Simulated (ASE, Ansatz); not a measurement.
**Random rock-salt alloy of HfC and HfN (512 atoms): support functions against a reference**

Wanted: errors and times of a linear-scaling basis for random rock-salt alloy of HfC and HfN (512 atoms). A setting counts as converged where the r.m.s. difference of forces stays under 1 % of the r.m.s. force.

Program: Ansatz 0.2.0. Level of theory: Kohn-Sham DFT, PBE, PAW (set soft_2), plane waves. Values are calculated unless marked as measured.

### 1. The structure

The cell holds 512 atoms: 256 Hf, 160 C and 96 N. Cell: a = 18.388 Å, b = 18.388 Å, c = 18.388 Å, α = 90.0°, β = 90.0°, γ = 90.0°. It derives from HfC and HfN (rock-salt), repeated 4×4×4. Rock-salt HfC, 4 x 4 x 4 conventional cells, 96 of 256 C sites given to N at random (x = 0.375), lattice by Vegard's rule (a = 4.597 Å); not relaxed, displaced by a Gaussian of 0.02 Å.

Limits known from the start: The host structure and its lattice constant were typed by rule, without a check against the phase diagram. Only the Γ point is sampled, in a cell whose shortest periodic width is 18 Å. Spin–orbit coupling is left out, which matters for the levels of the heavy elements.

### 2. Plane-wave single point

This run is the reference for what follows, at a cutoff of 420 eV.

Input file input.yaml:

```yaml
crystal:
  lattice:
    - [18.3876, 0.0, 0.0]
    - [0.0, 18.3876, 0.0]
    - [0.0, 0.0, 18.3876]
  atoms:
    - { symbol: Hf, position: [0.99962, 0.99975, 0.99988] }
    - { symbol: C, position: [0.12429, 0.0015, 0.99911] }
    - { symbol: Hf, position: [0.99899, 0.12461, 0.12431] }
    - { symbol: "N", position: [0.12386, 0.12537, 0.12375] }
    - { symbol: Hf, position: [0.12486, 0.00058, 0.12392] }
    - { symbol: "N", position: [0.99985, 0.00028, 0.12746] }
    - { symbol: Hf, position: [0.12421, 0.12474, 0.00043] }
    - { symbol: C, position: [4.0e-05, 0.12538, 0.00088] }
    - { symbol: Hf, position: [0.00072, 0.00114, 0.2494] }
    - { symbol: "N", position: [0.12629, 0.99984, 0.25048] }
    - { symbol: Hf, position: [7.0e-05, 0.12549, 0.37307] }
    - { symbol: C, position: [0.12202, 0.12402, 0.37435] }
    - { symbol: Hf, position: [0.12697, 0.00017, 0.37403] }
    - { symbol: C, position: [0.00072, 0.0002, 0.3746] }
    - { symbol: Hf, position: [0.12557, 0.12417, 0.24961] }
    - { symbol: "N", position: [0.00072, 0.12454, 0.24931] }
    - { symbol: Hf, position: [0.99988, 0.99767, 0.50195] }
    - { symbol: C, position: [0.1258, 0.00067, 0.50149] }
    - { symbol: Hf, position: [0.00049, 0.12489, 0.62389] }
    - { symbol: C, position: [0.12284, 0.12625, 0.62315] }
    - { symbol: Hf, position: [0.12503, 0.99813, 0.6243] }
    - { symbol: C, position: [0.00157, 0.99847, 0.62479] }
    - { symbol: Hf, position: [0.12554, 0.12641, 0.50208] }
    - { symbol: C, position: [0.99843, 0.12375, 0.50059] }
    - { symbol: Hf, position: [0.00056, 0.99971, 0.75152] }
    - { symbol: C, position: [0.12525, 0.99992, 0.75056] }
    - { symbol: Hf, position: [0.9992, 0.12373, 0.87539] }
    - { symbol: "N", position: [0.12367, 0.12589, 0.87549] }
    - { symbol: Hf, position: [0.12345, 0.99935, 0.87671] }
    - { symbol: "N", position: [0.00094, 0.99966, 0.87439] }
    - { symbol: Hf, position: [0.12436, 0.12652, 0.75019] }
    - { symbol: C, position: [0.99763, 0.12576, 0.75175] }
    [... 474 atom lines left out ...]
    - { symbol: Hf, position: [0.74943, 0.87446, 0.8739] }
    - { symbol: C, position: [0.87502, 0.87439, 0.87433] }
    - { symbol: Hf, position: [0.87451, 0.74995, 0.87268] }
    - { symbol: C, position: [0.75058, 0.74958, 0.87688] }
    - { symbol: Hf, position: [0.87498, 0.87557, 0.74842] }
    - { symbol: "N", position: [0.74884, 0.87711, 0.74994] }
kpoints:
  mp_grid: { grid: [1, 1, 1] }
hamiltonian:
  xc: pbe
scf:
  occupations: { method: fermi_dirac, width: 0.025 }
output:
  forces: true
  stress: true
  populations: true
  dos:
    method: { smearing: { sigma: 0.1 } }
    de: 0.1
    projected: { site_lists: { C: [C], Hf: [Hf], "N": ["N"] } }
  eigenvalues: true
  write_density: true
  write_potential: true
  volumetric_format: npy
  elf: true
```

Launch:

```sh
ansatz run input.yaml --threads 32 --pin off --max-ram 143360MiB --backend cuda --events-out ev --progress --plain --runs-dir out
```

Log:

```text
Engine: ansatz 0.2.0, aarch64-unknown-linux-gnu
Pseudopotentials: kind: paw
Pseudopotential: Hf, paw, valence charge 26, recommended cutoff 420 eV (normal), Hf.paw.azcp
Pseudopotential: C, paw, valence charge 4, recommended cutoff 420 eV (normal), C.paw.azcp
Pseudopotential: N, paw, valence charge 5, recommended cutoff 420 eV (normal), N.paw.azcp
Functional definition: PBE
  parameter kappa = 0.804
  parameter beta = 0.066725
  exchange = pbe_x(kappa = kappa, mu = beta*pi^2/3)
  correlation = pbe_c(beta = beta)
device memory: the entry about to start is reckoned to put 54.7 GiB on a device that reports 182.5 GiB free
GPU FFT provider: cuFFT
GPU libraries: cuBLAS 13.8.1, cuFFT 12.4.0, cuSOLVER 12.3.2
GPU matrix products: emulated (plane waves: as basis.precision tells), large ones in fixed point in workspaces of 1.00 GiB
Crystal: 512 atoms, lattice volume = 6216.918 Å³
Basis set: ecut = 420 eV, 121481 PW (Γ), exchange–correlation on 250×250×250 points (8 copies of the dense FFT grid, shifted against one another)
Bands: 4666, of which v1, the nominal top of the filled ones, is band 3888 counted from 1 (3887 counted from 0)
Symmetry: 1 space group operations
Space group: P1 (ITA 1), of the structure as read, at distance tolerance 1.8e-4 Å
k-points: 1
Non-local potential: Hf, projectors of the file, l = 0: 3, l = 1: 2, l = 2: 2, l = 3: 3
Non-local potential: C, projectors of the file, l = 0: 2, l = 1: 2, l = 2: 1
Non-local potential: N, projectors of the file, l = 0: 2, l = 1: 2, l = 2: 1
PAW form: soft (Blöchl's): semilocal exchange-correlation on the pseudo side does not see the compensation charge
PAW one-centre angular grid: Hf, 590 points (default); XC on 64 Gauss nodes
PAW one-centre angular grid: C, 110 points (default); XC on 64 Gauss nodes
PAW one-centre angular grid: N, 110 points (default); XC on 64 Gauss nodes
Initial density: superposition of atomic densities (neutral atoms: chi_scale 0, normalization atom), corrected by the library's trained network
Initial wavefunctions: pseudopotential atomic-orbital guess
GPU buffer pool allocated for 1953125 grid points (all kernels)
GPU transforms: local potential and band sums: pruned to the plane-wave sphere, on 125×125×125
Functional: x = pbe(κ = 0.804, μ = 0.219515), c = pbe(β = 0.066725)
SCF iter   1: F=—  HF=-4102310.829658 eV  |F-HF|=—  |Δ(HF+E_count)|=         —  Δρ=4.33e-3  dr2=4.17e0  ethr=1.77e-3  ⟨swp⟩=5.0  Hψ=14031  notcnv=0  defer=481
preconditioner: auto → Kerker (q_TF=auto, 2.832 Å⁻¹)  [metal: Δε(μ)=0.012 eV  Ē_g=17.600 eV  σ=0.025 eV  W_gap=0.12  n_scr=2372 (ndim 8)  ℏωp=40.1 eV  f_vac=0.000  D(μ)=145.83/eV (n_scr^D=924)]
SCF iter   2: F=—  HF=-4102310.424149 eV  |F-HF|=—  |Δ(HF+E_count)|=   4.06e-1  Δρ=1.91e-3  dr2=1.50e0  ethr=5.36e-5  ⟨swp⟩=4.0  Hψ=6516  notcnv=0  defer=694
SCF iter   3: F=—  HF=-4102310.320082 eV  |F-HF|=—  |Δ(HF+E_count)|=   1.04e-1  Δρ=7.93e-4  dr2=3.91e-1  ethr=1.94e-5  ⟨swp⟩=4.0  Hψ=8427  notcnv=0  defer=694
SCF iter   4: F=—  HF=-4102310.326298 eV  |F-HF|=—  |Δ(HF+E_count)|=   6.22e-3  Δρ=4.32e-4  dr2=4.23e-2  ethr=5.02e-6  ⟨swp⟩=3.0  Hψ=9668  notcnv=0  defer=694
SCF iter   5: F=—  HF=-4102310.257625 eV  |F-HF|=—  |Δ(HF+E_count)|=   6.87e-2  Δρ=2.59e-4  dr2=7.90e-3  ethr=5.44e-7  ⟨swp⟩=4.0  Hψ=11655  notcnv=0  defer=694
SCF iter   6: F=—  HF=-4102310.256428 eV  |F-HF|=—  |Δ(HF+E_count)|=   1.20e-3  Δρ=1.07e-4  dr2=2.02e-3  ethr=1.02e-7  ⟨swp⟩=4.0  Hψ=15613  notcnv=0  defer=694
SCF iter   7: F=—  HF=-4102310.255830 eV  |F-HF|=—  |Δ(HF+E_count)|=   5.98e-4  Δρ=5.88e-5  dr2=6.30e-4  ethr=2.60e-8  ⟨swp⟩=3.0  Hψ=11771  notcnv=0  defer=694
SCF iter   8: F=—  HF=-4102310.287816 eV  |F-HF|=—  |Δ(HF+E_count)|=   3.20e-2  Δρ=2.85e-5  dr2=1.23e-4  ethr=8.10e-9  ⟨swp⟩=3.0  Hψ=9677  notcnv=0  defer=694
SCF iter   9: F=—  HF=-4102310.287807 eV  |F-HF|=—  |Δ(HF+E_count)|=   8.71e-6  Δρ=8.73e-6  dr2=1.48e-5  ethr=1.58e-9  ⟨swp⟩=4.0  Hψ=10775  notcnv=0  defer=694
SCF iter  10: F=—  HF=-4102310.286547 eV  |F-HF|=—  |Δ(HF+E_count)|=   1.26e-3  Δρ=1.03e-5  dr2=5.68e-6  ethr=1.90e-10  ⟨swp⟩=3.0  Hψ=11773  notcnv=0  defer=694
SCF iter  11: F=—  HF=-4102310.286547 eV  |F-HF|=—  |Δ(HF+E_count)|=   5.31e-7  Δρ=5.33e-6  dr2=2.10e-6  ethr=7.30e-11  ⟨swp⟩=3.0  Hψ=10949  notcnv=0  defer=694
SCF iter  12: F=—  HF=-4102310.286548 eV  |F-HF|=—  |Δ(HF+E_count)|=   4.19e-7  Δρ=2.08e-6  dr2=4.12e-7  ethr=2.70e-11  ⟨swp⟩=3.0  Hψ=10625  notcnv=0  defer=694
SCF iter  13: F=-4102310.286547 eV  HF=-4102310.286547 eV  |F-HF|=4.52e-8  |Δ(HF+E_count)|=   2.37e-7  Δρ=1.14e-6  dr2=9.11e-8  ethr=1.29e-12  ⟨swp⟩=61.0  Hψ=89706  notcnv=0
SCF 1 converged in 13 iterations: F = -4102310.286547 eV  dr2 = 9.11e-8
  greatest PAW one-centre occupation: 0.998 electrons in one spin orbital (limit 2), on the Hf atom at site 290 (counted from 0), in its partial waves of l = 0
SCF converged after 13 iterations
Free energy (F): -4102310.286547 eV
Harris-Foulkes:  -4102310.286547 eV  (|F-HF|=4.52e-8)
Internal energy: -4102309.960642 eV  (E = F + TS)
E sigma→0 (E₀):  -4102310.123595 eV
Entropy (-TS):   -0.325905 eV (-0.637 meV/atom)
Fermi energy:    21.881019 eV
--- Per-component energies (eV) ---
  E_band       = 35290.925197
  E_kinetic    = 135389.087607
  E_local      = -1251340.561730  (includes V_loc(G=0)·N_el)
  E_nonlocal   = -309741.958147
  E_hartree    = 592557.552953
  E_xc         = -90603.519595
  E_vxc        = -85490.662970  (∫ρ·V_xc dr)
  E_paw        = -1801560.147338  (= ΣΔE_a)
  E_vpaw       = 361359.962121  (= ΣTr[D̂ρ^β])
  E_aug_tail   = 0.009894  (compensation charges beyond the density's cutoff)
  E_ewald      = -1377010.424285
  E_smearing   = -0.325905  (= −TS)
  E_closure    = -0.000000  (closes the sum)
  Σ components = -4102310.286547   (vs F -4102310.286547, Δ=0.00e0)
--- Forces (eV/Å), atoms counted from 1 ---
[... 512 lines of forces left out ...]
  max |Σ_I F_I| component: 1.07e-4 eV/Å
--- Stress (GPa, compression-positive) ---
        3.461935      -0.006251      -0.032429
       -0.006251       3.243889      -0.001962
       -0.032429      -0.001962       3.291485
  P = ⅓ Tr σ = 3.3324 GPa (33.324 kbar)
--- Band table (eV) ---
[... left out ...]
--- Löwdin populations: 512 sites ---
  site symbol       q [e]
[... 512 lines, one an atom, left out ...]
  spilling = 0.001510 (of n_electrons = 7776.000000)
```

Run time: 33 s. Hardware: 1 × NVIDIA GB200 with 32 threads of Arm Neoverse V2, shared host; peak memory 7.3 GiB.

That memory is the host's; the program planned up to 54.7 GiB on the GPU. Forces of this run were stored rounded, and per-atom blocks of the log weren't kept.

The run gave:

| Item | Value |
| --- | --- |
| free energy | -4102310.2865 eV |
| free energy per atom | -8012.3248 eV/atom |
| SCF cycles | 13 |
| pressure | 3.332 GPa |
| r.m.s. force component | 0.4049 eV/Å |
| longest force | 1.563 eV/Å |
| Fermi energy | 21.88 eV |
| levels partly filled by over 2 per cent | 15 |
| spilling of the projection | 0.00151 |

The r.m.s. force component of 0.40 eV/Å sets the scale for the differences below.

### 3. Support functions low

With localised support functions most steps grow linearly with size, though the diagonalisation grows faster unless the density matrix is cut; this run measures error and cost at this size. The level low gives here a grid of 90×90×90 points and a radius of 3.58 Å.

This step: Kohn-Sham DFT, PBE, PAW (set soft_2), localised support functions (low) (Ansatz 0.2.0).

input.yaml, the sections that differ from step 2:

```yaml
scf:
  occupations: { method: fermi_dirac, width: 0.025 }
  eigensolver: { kind: { support_functions: { accuracy: low } } }
  max_iter: 150
output:
  forces: true
  eigenvalues: true
# crystal, kpoints, hamiltonian: as in step 2
```

Log:

```text
Warning: scf.eigensolver.kind.support_functions: disabling space-group detection — the functions' gradient is summed over unrotated k-points, so no spatial operation reduces the k-mesh or symmetrises the density; time reversal is kept, so that k and −k are solved as one point where they differ and the mesh holds both, and exact exchange and, on two spinor components, a DFT+U term hold to it where the run has them: [...]
settings of this run that can trade accuracy for cost: scf.eigensolver.kind.support_functions; scf.eigensolver.kind.support_functions.accuracy: low [...]
[...]
GPU FFT provider: cuFFT
GPU libraries: cuBLAS 13.8.1, cuFFT 12.4.0, cuSOLVER 12.3.2
[...]
Crystal: 512 atoms, lattice volume = 6216.918 Å³
Basis set: ecut = 420 eV, 121481 PW (Γ), exchange–correlation on 250×250×250 points (8 copies of the dense FFT grid, shifted against one another)
Bands: 4666, of which v1, the nominal top of the filled ones, is band 3888 counted from 1 (3887 counted from 0)
Symmetry: 1 space group operations
k-points: 1
[...]
GPU buffer pool allocated for 1953125 grid points (all kernels)
Eigensolver: Support functions (low, 90×90×90 points, laid for a spacing of at most 0.212739 Å, radius 3.582312 Å, 3 species' potentials softened for the grid, 3 wholly corrected for its errors in the mean over positions, 3 with the egg-box correction, energy correction by stochastic trace)
[...]
SCF iter   1: F=—  HF=-4102478.342554 eV  |F-HF|=—  |Δ(HF+E_count)|=         —  Δρ=1.09e-1  dr2=3.28e3  ethr=1.00e-1
[...]
SCF iter  14: F=—  HF=-4102311.389076 eV  |F-HF|=—  |Δ(HF+E_count)|=   1.68e-2  Δρ=1.13e-5  dr2=6.64e-6  ethr=1.02e-8
SCF iter  15: F=-4102311.405098 eV  HF=-4102311.405148 eV  |F-HF|=4.97e-5  |Δ(HF+E_count)|=   1.61e-2  Δρ=1.31e-5  dr2=9.16e-6  ethr=8.54e-11
SCF 1 converged in 15 iterations: F = -4102311.779962 eV  dr2 = 9.16e-6
[...]
SCF converged after 15 iterations
Stability not checked: this state was not tested for a lower state beside it, because the mixer in use, unlike msr1, does not test its closes by its own steps (another_mixer; see scf.mixing.algorithm and scf.lower_state_search)
Free energy (F): -4102311.779962 eV
[...]
Internal energy: -4102311.454811 eV  (E = F + TS)
E sigma→0 (E₀):  -4102311.617387 eV
Entropy (-TS):   -0.325150 eV (-0.635 meV/atom)
Fermi energy:    21.880601 eV
[...]
Σ components = -4102311.779962   (vs F -4102311.779962, Δ=0.00e0)
--- Forces (eV/Å), atoms counted from 1 ---
[... 512 lines of forces left out ...]
  max |Σ_I F_I| component: 5.84e-3 eV/Å
--- Band table (eV) ---
[... left out ...]
```

Wall time 32 s (1 × NVIDIA GB200 with 32 threads); peak memory 2.5 GiB; 63 s of CPU time.

That memory is the host's; the program planned up to 21.5 GiB on the GPU.

The program notes that the band table was not solved further than the SCF left it and it switched symmetry off.

Keys that differ from the reference: support_functions.accuracy = "low" and scf.max_iter = 150.

Forces differ from the reference by 1.2 meV/Å r.m.s., 0.30 % of their size, well within a tolerance of 1 %; the energy by -2.9 meV/atom.

### 4. Support functions medium

The level medium is asked for. Here it resolves to the same grid and radius as in the run with support functions low, so the basis is not new.

This step: Kohn-Sham DFT, PBE, PAW (set soft_2), localised support functions (medium) (Ansatz 0.2.0).

input.yaml, the sections that differ from step 3:

```yaml
scf:
  occupations: { method: fermi_dirac, width: 0.025 }
  eigensolver: { kind: { support_functions: { accuracy: medium } } }
  max_iter: 150
# crystal, kpoints, hamiltonian, output: as in step 3
```

Log:

```text
[...]
GPU FFT provider: cuFFT
GPU libraries: cuBLAS 13.8.1, cuFFT 12.4.0, cuSOLVER 12.3.2
[...]
Crystal: 512 atoms, lattice volume = 6216.918 Å³
Basis set: ecut = 420 eV, 121481 PW (Γ), exchange–correlation on 250×250×250 points (8 copies of the dense FFT grid, shifted against one another)
Bands: 4666, of which v1, the nominal top of the filled ones, is band 3888 counted from 1 (3887 counted from 0)
Symmetry: 1 space group operations
k-points: 1
[...]
GPU buffer pool allocated for 1953125 grid points (all kernels)
Eigensolver: Support functions (medium, 90×90×90 points, laid for a spacing of at most 0.212739 Å, radius 3.582312 Å, 3 species' potentials softened for the grid, 3 wholly corrected for its errors in the mean over positions, 3 with the egg-box correction, energy correction by stochastic trace)
[...]
SCF iter   1: F=—  HF=-4102478.342554 eV  |F-HF|=—  |Δ(HF+E_count)|=         —  Δρ=1.09e-1  dr2=3.28e3  ethr=1.00e-1
[...]
SCF iter  17: F=—  HF=-4102311.431705 eV  |F-HF|=—  |Δ(HF+E_count)|=   1.25e-2  Δρ=5.82e-6  dr2=1.58e-6  ethr=5.89e-11
SCF iter  18: F=-4102311.431700 eV  HF=-4102311.431700 eV  |F-HF|=2.60e-7  |Δ(HF+E_count)|=   5.00e-6  Δρ=1.02e-6  dr2=1.42e-7  ethr=2.03e-11
SCF 1 converged in 18 iterations: F = -4102311.779612 eV  dr2 = 1.42e-7
[...]
SCF converged after 18 iterations
[...]
Free energy (F): -4102311.779612 eV
[...]
Internal energy: -4102311.454401 eV  (E = F + TS)
E sigma→0 (E₀):  -4102311.617007 eV
Entropy (-TS):   -0.325211 eV (-0.635 meV/atom)
Fermi energy:    21.880497 eV
[...]
Σ components = -4102311.779612   (vs F -4102311.779612, Δ=0.00e0)
--- Forces (eV/Å), atoms counted from 1 ---
[... 512 lines of forces left out ...]
  max |Σ_I F_I| component: 8.65e-3 eV/Å
--- Band table (eV) ---
[... left out ...]
```

Run time: 36 s. Hardware: 1 × NVIDIA GB200 with 32 threads; peak memory 2.5 GiB; 69 s of CPU time.

That memory is the host's; the program planned up to 21.5 GiB on the GPU.

Keys that differ from the reference: support_functions.accuracy = "medium" and scf.max_iter = 150.

Forces differ from the reference by 1.1 meV/Å r.m.s., 0.28 % of their size, well within a tolerance of 1 %; the energy by -2.9 meV/atom.

### 5. Support functions medium, radius 2.87 Å

The radius confines each support function; a larger one gives more freedom and more work per atom.

input.yaml, the sections that differ from step 4:

```yaml
scf:
  occupations: { method: fermi_dirac, width: 0.025 }
  eigensolver: { kind: { support_functions: { accuracy: medium, radius: 2.87 } } }
  max_iter: 150
# crystal, kpoints, hamiltonian, output: as in step 4
```

Log:

```text
Warning: scf.eigensolver.kind.support_functions: disabling space-group detection — the functions' gradient is summed over unrotated k-points, so no spatial operation reduces the k-mesh or symmetrises the density; time reversal is kept, so that k and −k are solved as one point where they differ and the mesh holds both, and exact exchange and, on two spinor components, a DFT+U term hold to it where the run has them: [...]
settings of this run that can trade accuracy for cost: scf.eigensolver.kind.support_functions [...]
Engine: ansatz 0.2.0, aarch64-unknown-linux-gnu
Pseudopotentials: kind: paw
Pseudopotential: Hf, paw, valence charge 26, recommended cutoff 420 eV (normal), Hf.paw.azcp
Pseudopotential: C, paw, valence charge 4, recommended cutoff 420 eV (normal), C.paw.azcp
Pseudopotential: N, paw, valence charge 5, recommended cutoff 420 eV (normal), N.paw.azcp
[... 5 lines on functional and potentials left out ...]
device memory: the entry about to start is reckoned to put 1.5 GiB on a device that reports 182.5 GiB free
Error: SCF: the radius of support functions is under 3.41 Å, the least for these sites at the functions' level (scf.eigensolver.kind.support_functions.accuracy). Use scf.eigensolver.kind: auto, or type scf.eigensolver.kind.support_functions.radius at least as long, [...]
```

The job ended after 1.4 s (1 × NVIDIA GB200 with 32 threads; peak memory 0.9 GiB).

That memory is the host's; the program planned up to 1.5 GiB on the GPU.

The program refuses radii under 3.41 Å for these atoms at this level.

(Continued in part 2 of 2.)

[Long decimals in the printed logs are rounded to 6 places.]

[Logs are printed without paths, hosts, clocks, repeated set-up lines and the standing remarks that a program may print on its own settings, such as how far it seeks lower states.]

[Hosts, paths, dates, database ids (printed as entryN), source tags and the programs' standing remarks are cut or masked in the printed files.]
